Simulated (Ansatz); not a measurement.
**Band gap of VBiO4 (I4_1/a) from density functionals to GW**

Wanted: a ladder of band gaps for VBiO4 (I4_1/a), from density functionals to G0W0.

Method: density functionals, hybrids and G0W0, plane waves, PAW, in Ansatz 0.2.0.

## 1. Starting point

The structure is tetragonal, space group I4_1/a (No. 88). Conventional cell: a = 5.122 Å, b = 5.122 Å, c = 11.592 Å, α = 90.00°, β = 90.00°, γ = 90.00°. Nearest to V lie 4 O at 1.73 Å. Nearest to Bi lie 8 O at 2.42 to 2.47 Å. Nearest to O lie 1 V at 1.73 Å and 2 Bi at 2.42 to 2.47 Å. Farther neighbours and most contacts between anions are not listed.

The cell and positions are those that the Materials Project relaxed with its own functionals (PBE, PBE+U or r2SCAN), kept fixed. At the settings of the band run the largest force is still 0.12 eV/Å. Spin-orbit coupling is left out unless a step names it.

The logs state that the PAW files were generated under PBE.

## 2. LDA on the 6×6×6 mesh

This step: DFT, LDA, plane waves, PAW; PAW set soft_1.

Input file input.yaml:

```yaml
crystal:
  lattice:
    - [-2.56105292, 2.56105292, 5.7960647]
    - [2.56105292, -2.56105292, 5.7960647]
    - [2.56105292, 2.56105292, -5.7960647]
  atoms:
    - { symbol: V, position: [0.5, 0.5, 0.0] }
    - { symbol: V, position: [0.25, 0.75, 0.5] }
    - { symbol: Bi, position: [0.0, 0.0, 0.0] }
    - { symbol: Bi, position: [0.75, 0.25, 0.5] }
    - { symbol: O, position: [0.17085109, 0.56190276, 0.89100626] }
    - { symbol: O, position: [0.31190276, 0.9208965, 0.89105167] }
    - { symbol: O, position: [0.02984483, 0.42085109, 0.10894833] }
    - { symbol: O, position: [0.6708965, 0.27984483, 0.10899374] }
    - { symbol: O, position: [0.0791035, 0.97015517, 0.39100626] }
    - { symbol: O, position: [0.72015517, 0.82914891, 0.39105167] }
    - { symbol: O, position: [0.57914891, 0.68809724, 0.60899374] }
    - { symbol: O, position: [0.43809724, 0.3291035, 0.60894833] }
kpoints:
  mp_grid: { grid: [6, 6, 6] }
  band_path:
    path:
      - [0.0, 0.0, 0.0]
      - [0.0, 0.0, 0.5]
      - [0.25, 0.25, 0.25]
      - [0.0, 0.5, 0.0]
      - [0.5, 0.5, -0.5]
      - [0.29881021, 0.70118979, -0.29881021]
      - [-0.29881021, 0.29881021, 0.29881021]
      - [-0.09762042, 0.09762042, 0.5]
      - [0.0, 0.0, 0.35]
      - [0.1666666667, -0.1666666667, -0.3333333333]
      - [-0.239048168, 0.239048168, 0.239048168]
    npoints: 1
hamiltonian:
  xc: lda
  pseudopotentials: { kind: paw, azcp: { folder: soft_1 }, xc_functional: pbe }
scf:
  occupations: { method: fixed }
  n_extra_bands: 8
output:
  eigenvalues: true
  forces: true
  stress: true
```

Run with:

```bash
$ ansatz run input.yaml --threads 2 --pin off --max-ram 92160MiB --backend cuda --events-out ev --progress --plain --runs-dir out --devices 1 --max-vram 13GiB
```

Numbers of over 12 decimals in the logs are rounded to 6 here.

Output:

```text
scf.n_extra_bands = 8 over 52 filled bands (N_el = 104.0): the run solves 60 bands
GPUs: using 1 of 1 available (devices: 1).
Engine: ansatz 0.2.0, x86_64-unknown-linux-gnu
Pseudopotentials: kind: paw
Pseudopotential: V, paw, valence charge 13, recommended cutoff 420 eV (normal), soft_1/V.paw.azcp
Pseudopotential: Bi, paw, valence charge 15, recommended cutoff 420 eV (normal), soft_1/Bi.paw.azcp
Pseudopotential: O, paw, valence charge 6, recommended cutoff 420 eV (normal), soft_1/O.paw.azcp
Functional definition: SPW92
  exchange = slater_x
  correlation = pw_c
device memory: the entry about to start is reckoned to put 3.9 GiB on a device that reports 66.2 GiB free (of which the cap on the GPU budget leaves the run 13.0 GiB)
GPU FFT provider: cuFFT
GPU libraries: cuBLAS 13.8.2, cuFFT 12.4.0, cuSOLVER 12.3.4
Crystal: 12 atoms, lattice volume = 152.065 Å³
Basis set: ecut = 420 eV, 2995 PW (Γ)
Bands: 60, of which v1, the nominal top of the filled ones, is band 52 counted from 1 (51 counted from 0)
Symmetry: 8 space group operations
Space group: I41/a (ITA 88), of the structure as read, at distance tolerance 5.3e-5 Å
k-points: 36 of 216
Non-local potential: V, projectors of the file, l = 0: 3, l = 1: 2, l = 2: 3, l = 3: 1
Non-local potential: Bi, projectors of the file, l = 0: 2, l = 1: 2, l = 2: 2, l = 3: 1
Non-local potential: O, projectors of the file, l = 0: 2, l = 1: 2, l = 2: 1
PAW form: soft (Blöchl's): semilocal exchange-correlation on the pseudo side does not see the compensation charge
PAW frozen core: V, regenerated for the run's functional, and the local potential with it (the file was generated under x = pbe(κ = 0.804, μ = 0.219515), c = pbe(β = 0.066725))
PAW frozen core: Bi, regenerated for the run's functional, and the local potential with it (the file was generated under x = pbe(κ = 0.804, μ = 0.219515), c = pbe(β = 0.066725))
PAW frozen core: O, regenerated for the run's functional, and the local potential with it (the file was generated under x = pbe(κ = 0.804, μ = 0.219515), c = pbe(β = 0.066725))
PAW one-centre angular grid: V, 590 points (default); XC on 64 Gauss nodes
PAW one-centre angular grid: Bi, 590 points (default); XC on 64 Gauss nodes
PAW one-centre angular grid: O, 110 points (default); XC on 64 Gauss nodes
Initial density: superposition of atomic densities (chi_scale 0.1, normalization cell, long waves kept (reshape's long-wave potential 0.01 eV rms))
Initial wavefunctions: pseudopotential atomic-orbital guess
GPU buffer pool allocated for 110592 grid points (all kernels)
GPU transforms: local potential and band sums: pruned to the plane-wave sphere, on 45×45×45
Functional: x = slater, c = lda
SCF iter   1: F=—  HF=-34345.335838 eV  |F-HF|=—  |Δ(HF+E_count)|=         —  Δρ=8.28e-2  dr2=1.84e1  ethr=3.10e-3  ⟨swp⟩=4.0  Hψ=6398  notcnv=0  defer=143
preconditioner: auto → Resta (q_TF=auto, 2.561 Å⁻¹)  ε∞=6.1  [insulator: Δε(μ)=1.198 eV  Ē_g=12.458 eV  n_scr=36 (ndim 8)  ℏωp=28.2 eV  f_vac=0.000  ε∞_Penn≈6.1]
SCF iter   2: F=—  HF=-34344.281411 eV  |F-HF|=—  |Δ(HF+E_count)|=    1.05e0  Δρ=8.42e-2  dr2=1.06e1  ethr=3.10e-3  ⟨swp⟩=3.0  Hψ=4705  notcnv=0  defer=150
SCF iter   3: F=—  HF=-34342.664061 eV  |F-HF|=—  |Δ(HF+E_count)|=    1.62e0  Δρ=2.71e-2  dr2=1.36e0  ethr=3.10e-3  ⟨swp⟩=3.0  Hψ=4139  notcnv=0  defer=171
SCF iter   4: F=—  HF=-34342.394244 eV  |F-HF|=—  |Δ(HF+E_count)|=   2.70e-1  Δρ=9.87e-3  dr2=1.63e-1  ethr=1.31e-3  ⟨swp⟩=3.0  Hψ=3545  notcnv=0  defer=129
SCF iter   5: F=—  HF=-34342.373858 eV  |F-HF|=—  |Δ(HF+E_count)|=   2.04e-2  Δρ=2.98e-3  dr2=1.43e-2  ethr=1.57e-4  ⟨swp⟩=2.1  Hψ=2967  notcnv=0  defer=215
SCF iter   6: F=—  HF=-34342.374061 eV  |F-HF|=—  |Δ(HF+E_count)|=   2.03e-4  Δρ=6.03e-4  dr2=7.19e-4  ethr=1.38e-5  ⟨swp⟩=2.0  Hψ=2913  notcnv=0  defer=215
SCF iter   7: F=—  HF=-34342.373855 eV  |F-HF|=—  |Δ(HF+E_count)|=   2.06e-4  Δρ=1.70e-4  dr2=5.87e-5  ethr=6.91e-7  ⟨swp⟩=2.3  Hψ=2746  notcnv=0  defer=208
SCF iter   8: F=—  HF=-34342.374564 eV  |F-HF|=—  |Δ(HF+E_count)|=   7.09e-4  Δρ=8.06e-5  dr2=1.29e-5  ethr=5.65e-8  ⟨swp⟩=2.7  Hψ=4044  notcnv=0  defer=120
SCF iter   9: F=—  HF=-34342.374563 eV  |F-HF|=—  |Δ(HF+E_count)|=   1.12e-6  Δρ=1.11e-5  dr2=2.47e-7  ethr=1.24e-8  ⟨swp⟩=2.0  Hψ=2499  notcnv=0  defer=120
SCF iter  10: F=-34342.374563 eV  HF=-34342.374563 eV  |F-HF|=2.27e-9  |Δ(HF+E_count)|=   2.34e-9  Δρ=1.85e-6  dr2=6.76e-9  ethr=9.62e-11  ⟨swp⟩=10.7  Hψ=9111  notcnv=0
SCF 1 converged in 10 iterations: F = -34342.374563 eV  dr2 = 6.76e-9
[...]
device memory: the entry about to start is reckoned to put 2.5 GiB on a device that reports 66.9 GiB free (of which the cap on the GPU budget leaves the run 13.0 GiB)
NSCF: frozen V_eff on 11 k-points
SCF converged after 10 iterations
Free energy (F): -34342.374563 eV
Harris-Foulkes:  -34342.374563 eV  (|F-HF|=2.27e-9)
Internal energy: -34342.374563 eV  (E = F + TS)
E sigma→0 (E₀):  -34342.374563 eV
Fermi energy:    8.474830 eV
--- Per-component energies (eV) ---
  E_band       = -697.063503
  E_kinetic    = 2421.638581
  E_local      = -7679.918993  (includes V_loc(G=0)·N_el)
  E_nonlocal   = 1427.197974
  E_hartree    = 2881.806661
  E_xc         = -1093.479476
  E_vxc        = -1277.436392  (∫ρ·V_xc dr)
  E_paw        = -24050.493151  (= ΣΔE_a)
  E_vpaw       = -1352.162278  (= ΣTr[D̂ρ^β])
  E_aug_tail   = 0.008680  (compensation charges beyond the density's cutoff)
  E_ewald      = -8250.592868
  E_core_change = 1.458030  (= ΣΔE_core)
  E_smearing   = -0.000000  (= −TS)
  E_closure    = -0.000000  (closes the sum)
  Σ components = -34342.374563   (vs F -34342.374563, Δ=0.00e0)
--- Forces (eV/Å), atoms counted from 1 ---
  atom   1  V     -0.00000000     0.00000000     0.00000000
  atom   2  V      0.00000000     0.00000000     0.00000000
  atom   3  Bi     0.00000000     0.00000000     0.00000000
  atom   4  Bi    -0.00000000     0.00000000     0.00000000
  atom   5  O     -0.20462665     0.34898494     0.24425824
  atom   6  O     -0.34898494    -0.20462665     0.24425824
  atom   7  O      0.34898494     0.20462665     0.24425824
  atom   8  O      0.20462665    -0.34898494     0.24425824
  atom   9  O     -0.20462665     0.34898494    -0.24425824
  atom  10  O     -0.34898494    -0.20462665    -0.24425824
  atom  11  O      0.20462665    -0.34898494    -0.24425824
  atom  12  O      0.34898494     0.20462665    -0.24425824
  max |Σ_I F_I| component: 5.55e-17 eV/Å
--- Stress (GPa, compression-positive) ---
       -6.860383       0.000000       0.000000
       -0.000000      -6.860383       0.000000
        0.000000       0.000000      -6.303149
  P = ⅓ Tr σ = -6.6746 GPa (-66.746 kbar)
--- Band table (eV; the first three rows and the last of 36) ---
  k-point 0: bands = [... 48 lower, 7.4555, 7.7701, 7.7701, 7.9866, 10.7627, 11.2417, 11.5169, 11.7800, ... 4 higher]
  k-point 1: bands = [... 48 lower, 7.5256, 7.6671, 7.8365, 7.9796, 10.8270, 11.1801, 11.3231, 11.4292, ... 4 higher]
  k-point 2: bands = [... 48 lower, 7.3746, 7.5664, 7.8035, 8.4748, 10.8720, 11.1170, 11.1228, 11.5479, ... 4 higher]
  k-point 35: bands = [... 48 lower, 7.4766, 7.4766, 7.7084, 7.7084, 11.3360, 11.3360, 11.4078, 11.4078, ... 4 higher]
```

The job ended after 11 s (1 × NVIDIA H100 80GB HBM3 (shared by 6 runs) with 2 threads of AMD EPYC 7R13 (Zen 3), shared host; peak memory 0.94 GiB).

Reading the cycles: dr2 is the Hartree energy of the density residual (eV), the measure of convergence; HF is the Harris–Foulkes estimate of the energy, which meets the free energy F at convergence.

This step gave:

```
pressure             : -6.675 GPa
gap                  : 2.066 eV
valence top at       : k = (0.000, 0.000, 0.350)
conduction bottom at : k = (0.167, -0.167, -0.333)
least direct gap     : 2.149 eV
```

Over mesh and listed points the gap is 2.066 eV, from k = (0.000, 0.000, 0.350) to k = (0.167, -0.167, -0.333). The least direct gap found is 2.149 eV, at k = (0.167, -0.167, -0.333). The pressure in this cell is -7 GPa; the cell is kept.

## 3. PBEsol on the 6×6×6 mesh

This step: DFT, PBEsol, plane waves, PAW; PAW set soft_1.

Changes to input.yaml since step 2:

```diff
@@ -35,3 +35,3 @@
 hamiltonian:
-  xc: lda
+  xc: pbesol
   pseudopotentials: { kind: paw, azcp: { folder: soft_1 }, xc_functional: pbe }
@@ -44 +44,5 @@
   stress: true
+  write_density: true
+  write_potential: true
+  elf: true
+  volumetric_format: npy
```

Output:

```text
[...]
GPUs: using 1 of 1 available (devices: 1).
[...]
GPU FFT provider: cuFFT
GPU libraries: cuBLAS 13.8.2, cuFFT 12.4.0, cuSOLVER 12.3.4
Crystal: 12 atoms, lattice volume = 152.065 Å³
Basis set: ecut = 420 eV, 2995 PW (Γ), exchange–correlation on 96×96×96 points (8 copies of the dense FFT grid, shifted against one another)
Bands: 60, of which v1, the nominal top of the filled ones, is band 52 counted from 1 (51 counted from 0)
Symmetry: 8 space group operations
[...]
k-points: 36 of 216
[...]
GPU buffer pool allocated for 110592 grid points (all kernels)
[...]
SCF iter   1: F=—  HF=-34752.609526 eV  |F-HF|=—  |Δ(HF+E_count)|=         —  Δρ=8.12e-2  dr2=1.75e1  ethr=3.10e-3  ⟨swp⟩=4.0  Hψ=6381  notcnv=0  defer=142
[...]
atom   7  O      0.19667742     0.11807828     0.11990344
  atom   8  O      0.11807828    -0.19667742     0.11990344
  atom   9  O     -0.11807828     0.19667742    -0.11990344
  atom  10  O     -0.19667742    -0.11807828    -0.11990344
  atom  11  O      0.11807828    -0.19667742    -0.11990344
  atom  12  O      0.19667742     0.11807828    -0.11990344
  max |Σ_I F_I| component: 2.78e-17 eV/Å
--- Stress (GPa, compression-positive) ---
       -1.942898       0.000000       0.000000
       -0.000000      -1.942898       0.000000
        0.000000       0.000000      -1.508411
  P = ⅓ Tr σ = -1.7981 GPa (-17.981 kbar)
--- Band table (eV; the first three rows and the last of 36) ---
  k-point 0: bands = [... 48 lower, 7.7331, 8.0231, 8.0231, 8.2421, 11.0561, 11.5282, 11.8014, 12.0706, ... 4 higher]
  k-point 1: bands = [... 48 lower, 7.7793, 7.9226, 8.0890, 8.2572, 11.1198, 11.4709, 11.6136, 11.7140, ... 4 higher]
  k-point 2: bands = [... 48 lower, 7.6289, 7.8292, 8.0564, 8.7536, 11.1628, 11.4073, 11.4164, 11.8343, ... 4 higher]
  k-point 35: bands = [... 48 lower, 7.7364, 7.7364, 7.9608, 7.9608, 11.6225, 11.6225, 11.6936, 11.6936, ... 4 higher]
[key lines of the parts left out:]
SCF converged after 10 iterations
Free energy (F): -34749.998377 eV
Fermi energy:    8.753605 eV
```

Run time: 11 s. Hardware: 1 × NVIDIA H100 80GB HBM3 (shared by 6 runs) with 2 threads; peak memory 1.1 GiB.

This step gave:

| Item | Value |
| --- | --- |
| pressure | -1.798 GPa |
| gap | 2.081 eV |
| valence top at | k = (0.000, 0.000, 0.350) |
| conduction bottom at | k = (0.167, -0.167, -0.333) |
| least direct gap | 2.168 eV |

Over mesh and listed points the gap is 2.081 eV, from k = (0.000, 0.000, 0.350) to k = (0.167, -0.167, -0.333). The least direct gap found is 2.168 eV, at k = (-0.239, 0.239, 0.239). PBEsol against LDA: 2.081 − 2.066 = +0.015 eV, with the same mesh, files and cutoff, and both edges at the same k points.

## 4. PBE on the 6×6×6 mesh

Levels along a band path and on the mesh show where this functional puts the band edges.

This step: DFT, PBE, plane waves, PAW; PAW set soft_1.

input.yaml, the sections that differ from step 3:

```yaml
kpoints:
  mp_grid: { grid: [6, 6, 6] }
  band_path:
    path:
      - [[0.0, 0.0, 0.0], [0.0, 0.0, 0.5], [0.25, 0.25, 0.25], [0.0, 0.5, 0.0], [0.0, 0.0, 0.0], [0.5, 0.5, -0.5], [0.29881021, 0.70118979, -0.29881021]]
      - [[-0.29881021, 0.29881021, 0.29881021], [0.0, 0.0, 0.0]]
      - [[0.0, 0.0, 0.5], [-0.09762042, 0.09762042, 0.5]]
      - [[0.5, 0.5, -0.09762042], [0.5, 0.5, -0.5]]
    npoints: 10
hamiltonian:
  xc: pbe
  pseudopotentials: { kind: paw, azcp: { folder: soft_1 } }
scf:
  occupations: { method: fermi_dirac, width: 0.02 }
  n_extra_bands: 8
# crystal, output: as in step 3
```

Output:

```text
[...]
GPUs: using 1 of 1 available (devices: 1).
[...]
GPU FFT provider: cuFFT
GPU libraries: cuBLAS 13.8.2, cuFFT 12.4.0, cuSOLVER 12.3.4
Crystal: 12 atoms, lattice volume = 152.065 Å³
Basis set: ecut = 420 eV, 2995 PW (Γ), exchange–correlation on 96×96×96 points (8 copies of the dense FFT grid, shifted against one another)
[...]
k-point 0: bands = [... 48 lower, 7.8972, 8.1674, 8.1674, 8.3825, 11.2351, 11.6957, 11.9458, 12.2140, ... 4 higher]
  k-point 1: bands = [... 48 lower, 7.9287, 8.0670, 8.2315, 8.4142, 11.2993, 11.6398, 11.7685, 11.8662, ... 4 higher]
  k-point 2: bands = [... 48 lower, 7.7774, 7.9783, 8.1993, 8.9023, 11.3292, 11.5809, 11.5874, 11.9879, ... 4 higher]
  k-point 35: bands = [... 48 lower, 7.8878, 7.8878, 8.1048, 8.1048, 11.7742, 11.7742, 11.8535, 11.8535, ... 4 higher]
[key lines of the parts left out:]
SCF converged after 9 iterations
Free energy (F): -35166.499470 eV
Fermi energy:    9.943551 eV
P = ⅓ Tr σ = 4.0687 GPa (40.687 kbar)
```

The job ended after 18 s (1 × NVIDIA H100 80GB HBM3 (shared by 6 runs) with 2 threads; peak memory 1.1 GiB; 22 s of CPU time).

This step gave:

- pressure: 4.069 GPa
- gap: 2.108 eV
- valence top at: k = (0.000, 0.000, 0.350)
- conduction bottom at: k = (0.167, -0.167, -0.333)
- least direct gap: 2.196 eV

Over mesh and path the gap is 2.108 eV, from k = (0.000, 0.000, 0.350) to k = (0.167, -0.167, -0.333). The least direct gap found is 2.196 eV, at k = (-0.239, 0.239, 0.239). The pressure in this cell is 4 GPa; the cell is kept. PBE against PBEsol: 2.108 − 2.081 = +0.027 eV, with the same mesh, files and cutoff, and both edges at the same k points.

## 5. PBE+SOC on the 6×6×6 mesh

This run has two-component orbitals with spin-orbit coupling.

This step: DFT, PBE with spin-orbit coupling, plane waves, PAW; PAW set soft_1.

Changes to input.yaml since step 4:

```diff
@@ -22,13 +22,23 @@
     path:
-      - [[0.0, 0.0, 0.0], [0.0, 0.0, 0.5], [0.25, 0.25, 0.25], [0.0, 0.5, 0.0], [0.0, 0.0, 0.0], [0.5, 0.5, -0.5], [0.29881021, 0.70118979, -0.29881021]]
-      - [[-0.29881021, 0.29881021, 0.29881021], [0.0, 0.0, 0.0]]
-      - [[0.0, 0.0, 0.5], [-0.09762042, 0.09762042, 0.5]]
-      - [[0.5, 0.5, -0.09762042], [0.5, 0.5, -0.5]]
-    npoints: 10
+      - [0.0, 0.0, 0.0]
+      - [0.0, 0.0, 0.5]
+      - [0.25, 0.25, 0.25]
+      - [0.0, 0.5, 0.0]
+      - [0.5, 0.5, -0.5]
+      - [0.29881021, 0.70118979, -0.29881021]
+      - [-0.29881021, 0.29881021, 0.29881021]
+      - [-0.09762042, 0.09762042, 0.5]
+      - [0.0, 0.0, 0.35]
+      - [0.1666666667, -0.1666666667, -0.3333333333]
+      - [-0.239048168, 0.239048168, 0.239048168]
+    npoints: 1
 hamiltonian:
   xc: pbe
-  pseudopotentials: { kind: paw, azcp: { folder: soft_1 } }
+  pseudopotentials: { kind: paw_fr, azcp: { folder: soft_1 } }
 scf:
-  occupations: { method: fermi_dirac, width: 0.02 }
-  n_extra_bands: 8
+  occupations: { method: fixed }
+  n_extra_bands: 16
+magnetization:
+  noncollinear: true
+  spin_orbit: true
 output:
@@ -37,5 +47 @@
   stress: true
-  write_density: true
-  write_potential: true
-  elf: true
-  volumetric_format: npy
```

Output:

```text
[...]
GPUs: using 1 of 1 available (devices: 1).
[...]
non-collinear run that drives no moment, with spin-orbit: no starting moment large enough to seed its density (crystal.atoms[].spin), no starting occupations that ask for one, no magnetisation constraint and no magnetic field, so the semilocal B_xc is pinned to zero
[...]
k-point 1: bands = [... 100 lower, 8.1798, 8.1798, 8.3916, 8.3916, 11.0628, 11.0628, 11.4932, 11.4932, ... 12 higher]
  k-point 2: bands = [... 100 lower, 8.1537, 8.1537, 8.8870, 8.8870, 11.1071, 11.1071, 11.3504, 11.3504, ... 12 higher]
  k-point 35: bands = [... 100 lower, 8.0532, 8.0532, 8.0532, 8.0532, 11.6539, 11.6539, 11.6539, 11.6539, ... 12 higher]
[key lines of the parts left out:]
SCF converged after 10 iterations
Magnetization: |M| = 0.0000 μB,  M = (+0.0000, +0.0000, +0.0000) μB
Free energy (F): -35249.543912 eV
Fermi energy:    8.886975 eV
P = ⅓ Tr σ = 4.3687 GPa (43.687 kbar)
```

Elapsed: 17 s, on 1 × NVIDIA H100 80GB HBM3 (shared by 6 runs) with 2 threads; peak memory 1.2 GiB; 18 s of CPU time.

This step gave:

* pressure: 4.369 GPa
* gap: 1.974 eV
* valence top at: k = (0.000, 0.000, 0.350)
* conduction bottom at: k = (0.167, -0.167, -0.333)
* least direct gap: 2.068 eV

Over mesh and listed points the gap is 1.974 eV, from k = (0.000, 0.000, 0.350) to k = (0.167, -0.167, -0.333). The least direct gap found is 2.068 eV, at k = (-0.239, 0.239, 0.239). The pressure in this cell is 4 GPa; the cell is kept. PBE+SOC against PBE: 1.974 − 2.108 = −0.134 eV, with the same mesh, set of files (read in its fully relativistic form for the spin-orbit run) and cutoff, and both edges at the same k points. The spin-orbit run sees mesh and listed points alone, so its gap is an upper bound: the coupling can move an edge off these points, and the change over the zone, its sign included where it is small, is not known.

(Continued in part 2 of 2.)

[Paths, hosts, dates, memory and timing lines, banners, echoed tables and standing remarks are left out of the program output.]

[Logs are printed without paths, hosts, clocks, repeated set-up lines and the standing remarks that a program may print on its own settings, such as how far it seeks lower states.]

[Runs of the session that timed out or met a known fault of the program may be left out.]

[Cells called generated may have been cut or substituted from an entry of the Crystallography Open Database or the Materials Project.]

[Hosts, paths, dates, database ids (printed as entryN), source tags and the programs' standing remarks are cut or masked in the printed files.]

[Where an RPA ε∞ is given, it is that of the G0W0 mesh and is not shown converged in it. Names of k-points follow the symmetry that the program found, which can be lower than the space group named. Band edges on a path are those of the sampled points; other points can move an edge, and change direct to indirect where valleys lie close.]

[Hybrid gaps are those of their k-mesh and are not shown converged in it.]
